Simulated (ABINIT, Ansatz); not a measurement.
**CsSnI3 (Pm-3m): bands and cutoff in G0W0 with ABINIT**

Wanted: a converged G0W0 gap of CsSnI3 (Pm-3m), or an estimate of the limit.

Program: ABINIT 10.8.3. Level of theory: PBE and many-body steps on it, plane waves. Results are calculated unless marked as measured.

## (1) The starting structure

It takes space group Pm-3m (No. 221, cubic). The conventional cell has a = 6.286 Å, b = 6.286 Å, c = 6.286 Å, α = 90.00°, β = 90.00°, γ = 90.00°. Nearest to Cs lie 12 I at 4.45 Å. Nearest to Sn lie 6 I at 3.14 Å. I has 2 Sn at 3.14 Å and 4 Cs at 4.45 Å nearest. Farther neighbours and most contacts between anions are not listed.

The cell and positions are those that the Materials Project relaxed with its own functionals (PBE, PBE+U or r2SCAN), kept fixed. Spin-orbit coupling is left out unless a step names it.

## (2) Empty states on the mesh, 2×2×2 mesh, 397 bands

This step: ABINIT 10.8.3; DFT, PBE, plane waves, norm-conserving pseudopotentials.

The sums over transitions need many empty states on a uniform mesh; this step solves for them.

run.abi reads:

```
acell 3*1.0 Angstrom
rprim 
  6.286228000000 0.000000000000 0.000000000000
  0.000000000000 6.286228000000 0.000000000000
  0.000000000000 0.000000000000 6.286228000000
ntypat 3
znucl 55 50 53
natom 5
typat 1 2 3 3 3
xred 
  0.500000000000 0.500000000000 0.500000000000
  0.000000000000 0.000000000000 0.000000000000
  0.500000000000 0.000000000000 0.000000000000
  0.000000000000 0.000000000000 0.500000000000
  0.000000000000 0.500000000000 0.000000000000
pp_dirpath "pseudos"
pseudos "Cs.upf, Sn.upf, I.upf"
ecut 38
ngkpt 2 2 2
nshiftk 1
shiftk 0 0 0
kptopt 1
chksymbreak 0
iscf -2
irdden 1
istwfk *1
nband 397
nbdbuf 36
tolwfr 1e-09
nstep 60
prtvol 0
indata_prefix "in"
outdata_prefix "out"
tmpdata_prefix "tmp"
```

Run with:

```console
> OMP_NUM_THREADS=2 mpirun -n 4 abinit run.abi > log
```

Numbers of over 12 decimals in the logs are rounded to 6 here.

Output:

```text
.Version 10.8.3 of ABINIT. v10.8.2 released Aug 2026.

 Symmetries : space group Pm -3 m (#221); Bravais cP (primitive cubic)
[... echo of the input left out ...]
== DATASET  1 ==================================================================
-   mpi_nproc: 4, omp_nthreads: 2 (-1 if OMP is not activated)

--- !DatasetInfo
iteration_state: {dtset: 1, }
dimensions: {natom: 5, nkpt: 4, mband: 397, nsppol: 1, nspinor: 1, nspden: 1, mpw: 18805, }
cutoff_energies: {ecut:  38.0, pawecutdg:  -1.0, }
[...]
2.41931    2.41931    2.41931    2.42515    2.42515    2.42515    2.42528    2.42528
   2.42528    2.43288    2.43288    2.43288    2.45357    2.45358    2.45359    2.47468
   2.47873    2.47881    2.48047    2.48808    2.49761
 prteigrs : prtvol=0 or 1, do not print more k-points.

== END DATASET(S) ==============================================================
================================================================================

 -outvars: echo values of variables after computation  --------
            nband         397
             nkpt           4
          spgroup         221
 [... the other variables as echoed above ...]

 Calculation completed.
```

It took 7 min on 4 MPI ranks of Arm Neoverse V2, shared host; peak memory 1.1 GiB.

This step gave:

| Property | Result |
| --- | --- |
| gap | 0.4814 eV |
| k of the valence top | 0.5, 0.5, 0.5 |
| k of the conduction bottom | 0.5, 0.5, 0.5 |
| least direct gap | 0.4814 eV |
| k points computed | 4 |
| lowest point of the top converged band, above the valence top | 58.7075 eV |

On this mesh the gap is 0.481 eV.

The density comes from a self-consistent run that is not shown.

## (3) Screening, 2×2×2 mesh, 91 bands, screening to 76.2 eV

The RPA dielectric matrix is built and inverted for each q.

This step: RPA screening on PBE, plane waves, norm-conserving pseudopotentials.

run.abi: that of step 2 with these lines changed.

```diff
@@ -23,10 +23,11 @@
 chksymbreak 0
-iscf -2
-irdden 1
 istwfk *1
-nband 397
-nbdbuf 36
-tolwfr 1e-09
-nstep 60
-prtvol 0
+occopt 1
+irdwfk 1
+optdriver 3
+nband 91
+ecuteps 2.8
+inclvkb 2
+awtr 1
+symchi 1
 indata_prefix "in"
```

Run with:

```console
> OMP_NUM_THREADS=1 mpirun -n 8 abinit run.abi > log
```

Output:

```text
.Version 10.8.3 of ABINIT. v10.8.2 released Aug 2026.

 Symmetries : space group Pm -3 m (#221); Bravais cP (primitive cubic)
[... echo of the input left out ...]
== DATASET  1 ==================================================================
-   mpi_nproc: 8, omp_nthreads: 1 (-1 if OMP is not activated)

--- !DatasetInfo
iteration_state: {dtset: 1, }
dimensions: {natom: 5, nkpt: 4, mband: 91, nsppol: 1, nspinor: 1, nspden: 1, mpw: 18805, }
cutoff_energies: {ecut:  38.0, pawecutdg:  -1.0, }
electrons: {nelect:   1.06000000E+02, charge:   0.00000000E+00, occopt:   1.00000000E+00, tsmear:   1.00000000E-02, }

 SCREENING: Calculation of the susceptibility and dielectric matrices

 Based on a program developped by R.W. Godby, V. Olevano, G. Onida, and L. Reining.
 Incorporated in ABINIT by V. Olevano, G.-M. Rignanese, and M. Torrent.
.Using double precision arithmetic ; gwpc =  8

[... cell and pseudopotentials left out ...]
--------------------------------------------------------------------------------

 ==== K-mesh for the wavefunctions ====
 Number of points in the irreducible wedge :     4
[... list of points left out ...]
 Together with 48 symmetry operations and time-reversal symmetry
 yields     8 points in the full Brillouin Zone.

 ==== Q-mesh for the screening function ====
 Number of points in the irreducible wedge :     4
[... list of points left out ...]
 Together with 48 symmetry operations and time-reversal symmetry
 yields     8 points in the full Brillouin Zone.

 setmesh: FFT mesh size selected  =    45x   45x   45
          total number of points  =        91125

 vcoul_init : cutoff-mode = AUXILIARY_FUNCTION
 q-points for optical limit:   1
     1)      0.000010    0.000020    0.000030

- screening: taking advantage of time-reversal symmetry
- Maximum band index for partially occupied states nbvw = 53
- Remaining bands to be divided among processors   nbcw = 38
- Number of bands treated by each node ~4

 Number of electrons calculated from density =  106.0000; Expected =  106.0000
 average of density, n =  0.063232
 r_s =    1.5571
 omega_plasma =   24.2563 [eV]

 calculating chi0 at frequencies [eV] :
  1    0.000000E+00    0.000000E+00
  2    0.000000E+00    2.425633E+01

--------------------------------------------------------------------------------
  q-point number  1        q = ( 0.000000, 0.000000, 0.000000) [r.l.u.]
--------------------------------------------------------------------------------
[... chi0 elements left out ...]
 For q-point:  0.000010 0.000020 0.000030
  dielectric constant = 104.2809
  dielectric constant without local fields = 133.6250

  Average fulfillment of the sum rule on Im[epsilon] for q-point    1 :     17.29  [%]
[... wings left out ...]
  q-point number  2        q = ( 0.500000, 0.000000, 0.000000) [r.l.u.]
--------------------------------------------------------------------------------
[... chi0 elements left out ...]
  Average fulfillment of the sum rule on Im[epsilon] for q-point    2 :     22.86  [%]

 [... 2 further q-points ...]
```

It took 41 s on 8 MPI ranks; peak memory 5.4 GiB; 5.5 min of CPU time.

Numbers from this step:

```
ε∞ with local fields, on this mesh, along the program's q direction : 104.3
the same without local fields                                       : 133.6
plasma frequency                                                    : 24.26 eV
plane waves in the screening matrix                                 : 389
```

Local fields lower ε∞ by 22 %. The value itself is an artefact of the mesh, where one narrow direct gap carries too much weight.

## (4) 91 bands, 76.2 eV

The self-energy is evaluated for the states that the input lists, and the levels follow from it, in one-shot runs by the linearised quasiparticle equation.

This step: G0W0 on PBE, plane waves, norm-conserving pseudopotentials.

run.abi: that of step 3 with these lines changed.

```diff
@@ -26,8 +26,17 @@
 irdwfk 1
-optdriver 3
+optdriver 4
 nband 91
+gwcalctyp 0
+ecutsigx 38
+symsigma 1
+nkptgw 2
+kptgw 
+  0.5000000000 0.5000000000 0.5000000000
+  0.0000000000 0.0000000000 0.0000000000
+bdgw 
+  50 56
+  51 56
 ecuteps 2.8
-inclvkb 2
-awtr 1
-symchi 1
+irdscr 1
+ppmodel 1
 indata_prefix "in"
```

Output:

```text
.Version 10.8.3 of ABINIT. v10.8.2 released Aug 2026.

 Symmetries : space group Pm -3 m (#221); Bravais cP (primitive cubic)
[... echo of the input left out ...]
== DATASET  1 ==================================================================
-   mpi_nproc: 8, omp_nthreads: 1 (-1 if OMP is not activated)

--- !DatasetInfo
iteration_state: {dtset: 1, }
dimensions: {natom: 5, nkpt: 4, mband: 91, nsppol: 1, nspinor: 1, nspden: 1, mpw: 18805, }
cutoff_energies: {ecut:  38.0, pawecutdg:  -1.0, }
electrons: {nelect:   1.06000000E+02, charge:   0.00000000E+00, occopt:   1.00000000E+00, tsmear:   1.00000000E-02, }

 SIGMA: Calculation of the GW corrections

 Based on a program developped by R.W. Godby, V. Olevano, G. Onida, and L. Reining.
 Incorporated in ABINIT by V. Olevano, G.-M. Rignanese, and M. Torrent.
.Using double precision arithmetic ; gwpc =  8

[... cell and pseudopotentials left out ...]
--------------------------------------------------------------------------------

 ==== K-mesh for the wavefunctions ====
 Number of points in the irreducible wedge :     4
[... list of points left out ...]
 Together with 48 symmetry operations and time-reversal symmetry
 yields     8 points in the full Brillouin Zone.

 ==== Q-mesh for screening function ====
 Number of points in the irreducible wedge :     4
[... list of points left out ...]
 Together with 48 symmetry operations and time-reversal symmetry
 yields     8 points in the full Brillouin Zone.

 vcoul_init : cutoff-mode = AUXILIARY_FUNCTION
 q-points for optical limit:   1
     1)      0.000010    0.000020    0.000030
 setmesh: FFT mesh size selected  =    72x   72x   72
          total number of points  =       373248

 Number of electrons calculated from density =  106.0000; Expected =  106.0000
 average of density, n =  0.063232
 r_s =    1.5571
 omega_plasma =   24.2563 [eV]

 === KS Band Gaps ===
  >>>> For spin  1
   Minimum direct gap =   0.4813 [eV], located at k-point      :   0.5000  0.5000  0.5000
   Fundamental gap    =   0.4813 [eV], Top of valence bands at :   0.5000  0.5000  0.5000
                                       Bottom of conduction at :   0.5000  0.5000  0.5000
 SIGMA fundamental parameters:
 PLASMON POLE MODEL  1
 number of plane-waves for SigmaX                18805
 number of plane-waves for SigmaC and W            389
 number of plane-waves for wavefunctions         18805
 number of bands                                    91
 number of independent spin polarizations            1
 number of spinorial components                      1
 number of k-points in IBZ                           4
 number of q-points in IBZ                           4
 number of symmetry operations                      48
 number of k-points in BZ                            8
 number of q-points in BZ                            8
 number of frequencies for dSigma/dE                 9
 frequency step for dSigma/dE [eV]                0.25
 number of omega for Sigma on real axis              0
 max omega for Sigma on real axis  [eV]           0.00
 zcut for avoiding poles [eV]                     0.10

 EPSILON^-1 parameters (SCR file):
 dimension of the eps^-1 matrix on file            389
 dimension of the eps^-1 matrix used               389
 number of plane-waves for wavefunctions         18805
 number of bands                                    91
 number of q-points in IBZ                           4
 number of frequencies                               2
 number of real frequencies                          1
 number of imag frequencies                          1

 matrix elements of self-energy operator (all in [eV])

 Perturbative Calculation

--- !SelfEnergy_ee
iteration_state: {dtset: 1, }
kpoint     : [   0.500,    0.500,    0.500, ]
spin       : 1
KS_gap     :    0.481
QP_gap     :    0.935
Delta_QP_KS:    0.453
data: !SigmaeeData |
     Band     E0 <VxcDFT>   SigX SigC(E0)      Z dSigC/dE  Sig(E)    E-E0       E
       50   1.957 -13.386 -16.194   3.055   0.786  -0.273 -13.192   0.194   2.151
       51   1.957 -13.386 -16.194   3.055   0.786  -0.273 -13.192   0.194   2.151
       52   1.957 -13.386 -16.194   3.055   0.786  -0.273 -13.192   0.194   2.151
       53   3.493 -14.211 -15.453   2.158   0.796  -0.256 -13.482   0.730   4.222
       54   3.974 -10.553  -6.743  -2.328   0.798  -0.253  -9.370   1.183   5.157
       55   3.974 -10.553  -6.743  -2.328   0.798  -0.253  -9.370   1.183   5.157
[...]
--- !SelfEnergy_ee
iteration_state: {dtset: 1, }
kpoint     : [   0.000,    0.000,    0.000, ]
spin       : 1
KS_gap     :    4.316
QP_gap     :    4.679
Delta_QP_KS:    0.362
data: !SigmaeeData |
     Band     E0 <VxcDFT>   SigX SigC(E0)      Z dSigC/dE  Sig(E)    E-E0       E
[...]
54   5.859  -6.224  -2.837  -2.770   0.836  -0.196  -5.708   0.517   6.375
       55   6.866  -6.273  -2.799  -2.707   0.836  -0.197  -5.632   0.641   7.507
       56   6.866  -6.273  -2.799  -2.707   0.836  -0.197  -5.632   0.641   7.507

== END DATASET(S) ==============================================================
================================================================================

 -outvars: echo values of variables after computation  --------
           etotal      0.0000000000E+00
            nband          91
             nkpt           4
          spgroup         221
 [... the other variables as echoed above ...]

 Calculation completed.
```

Run time: 13 s. Hardware: 8 MPI ranks; peak memory 4.3 GiB; 99 s of CPU time.

This step gave:

- G0W0 gap on the points computed: 0.9350 eV
- starting gap on the mesh: 0.4814 eV
- k of the valence top: 0.5, 0.5, 0.5
- k of the conduction bottom: 0.5, 0.5, 0.5
- Z at the valence top: 0.796
- Z at the conduction bottom: 0.798
- least direct G0W0 gap on the computed points: 0.9350 eV

The gap on the mesh goes from 0.48 eV to 0.93 eV, a correction of +0.45 eV.

## (5) Screening, 2×2×2 mesh, 179 bands, screening to 141.5 eV

This step: RPA screening on PBE, plane waves, norm-conserving pseudopotentials.

run.abi: that of step 4 with these lines changed.

```diff
@@ -26,17 +26,8 @@
 irdwfk 1
-optdriver 4
-nband 91
-gwcalctyp 0
-ecutsigx 38
-symsigma 1
-nkptgw 2
-kptgw 
-  0.5000000000 0.5000000000 0.5000000000
-  0.0000000000 0.0000000000 0.0000000000
-bdgw 
-  50 56
-  51 56
-ecuteps 2.8
-irdscr 1
-ppmodel 1
+optdriver 3
+nband 179
+ecuteps 5.2
+inclvkb 2
+awtr 1
+symchi 1
 indata_prefix "in"
```

Output:

```text
.Version 10.8.3 of ABINIT. v10.8.2 released Aug 2026.

 Symmetries : space group Pm -3 m (#221); Bravais cP (primitive cubic)
[... echo of the input left out ...]
== DATASET  1 ==================================================================
-   mpi_nproc: 8, omp_nthreads: 1 (-1 if OMP is not activated)

--- !DatasetInfo
iteration_state: {dtset: 1, }
dimensions: {natom: 5, nkpt: 4, mband: 179, nsppol: 1, nspinor: 1, nspden: 1, mpw: 18805, }
cutoff_energies: {ecut:  38.0, pawecutdg:  -1.0, }
electrons: {nelect:   1.06000000E+02, charge:   0.00000000E+00, occopt:   1.00000000E+00, tsmear:   1.00000000E-02, }

 SCREENING: Calculation of the susceptibility and dielectric matrices

 Based on a program developped by R.W. Godby, V. Olevano, G. Onida, and L. Reining.
 Incorporated in ABINIT by V. Olevano, G.-M. Rignanese, and M. Torrent.
.Using double precision arithmetic ; gwpc =  8

[... cell and pseudopotentials left out ...]
--------------------------------------------------------------------------------

 ==== K-mesh for the wavefunctions ====
 Number of points in the irreducible wedge :     4
[... list of points left out ...]
 Together with 48 symmetry operations and time-reversal symmetry
 yields     8 points in the full Brillouin Zone.

 ==== Q-mesh for the screening function ====
 Number of points in the irreducible wedge :     4
[... list of points left out ...]
 Together with 48 symmetry operations and time-reversal symmetry
 yields     8 points in the full Brillouin Zone.

 setmesh: FFT mesh size selected  =    45x   45x   45
          total number of points  =        91125

 vcoul_init : cutoff-mode = AUXILIARY_FUNCTION
 q-points for optical limit:   1
     1)      0.000010    0.000020    0.000030

- screening: taking advantage of time-reversal symmetry
- Maximum band index for partially occupied states nbvw = 53
- Remaining bands to be divided among processors   nbcw = 126
- Number of bands treated by each node ~15

 Number of electrons calculated from density =  106.0000; Expected =  106.0000
 average of density, n =  0.063232
 r_s =    1.5571
 omega_plasma =   24.2563 [eV]

 calculating chi0 at frequencies [eV] :
  1    0.000000E+00    0.000000E+00
  2    0.000000E+00    2.425633E+01

--------------------------------------------------------------------------------
  q-point number  1        q = ( 0.000000, 0.000000, 0.000000) [r.l.u.]
--------------------------------------------------------------------------------
[... chi0 elements left out ...]
 For q-point:  0.000010 0.000020 0.000030
  dielectric constant = 106.8188
  dielectric constant without local fields = 133.7062

  Average fulfillment of the sum rule on Im[epsilon] for q-point    1 :     41.78  [%]
[... wings left out ...]
  q-point number  2        q = ( 0.500000, 0.000000, 0.000000) [r.l.u.]
--------------------------------------------------------------------------------
[... chi0 elements left out ...]
  Average fulfillment of the sum rule on Im[epsilon] for q-point    2 :     46.63  [%]

 [... 2 further q-points ...]
```

Wall time 2.5 min (8 MPI ranks); peak memory 6.4 GiB.

This step gave:

| Item | Value |
| --- | --- |
| ε∞ with local fields, on this mesh, along the program's q direction | 106.8 |
| the same without local fields | 133.7 |
| plasma frequency | 24.26 eV |
| plane waves in the screening matrix | 949 |

[end of part 1 of 2]

[Paths, hosts, dates, memory and timing lines, banners, echoed tables and standing remarks are left out of the program output.]

[Logs are printed without paths, hosts, clocks, repeated set-up lines and the standing remarks that a program may print on its own settings, such as how far it seeks lower states.]

[Runs of the session that timed out or met a known fault of the program may be left out.]

[No measured gap is set beside runs whose start may be inverted or whose files or cutoffs have a known fault.]

[Hosts, paths, dates, database ids (printed as entryN), source tags and the programs' standing remarks are cut or masked in the printed files.]

[G0W0 gaps are taken among the corrected bands and points alone; a level outside them can change the order at an edge.]

[Where Ansatz stands beside ABINIT at settings called matched, ABINIT's density can come from a denser mesh and the files from another edition; pairs whose starting gaps differed by over 0.03 eV were left out, so agreement reads better than it is.]
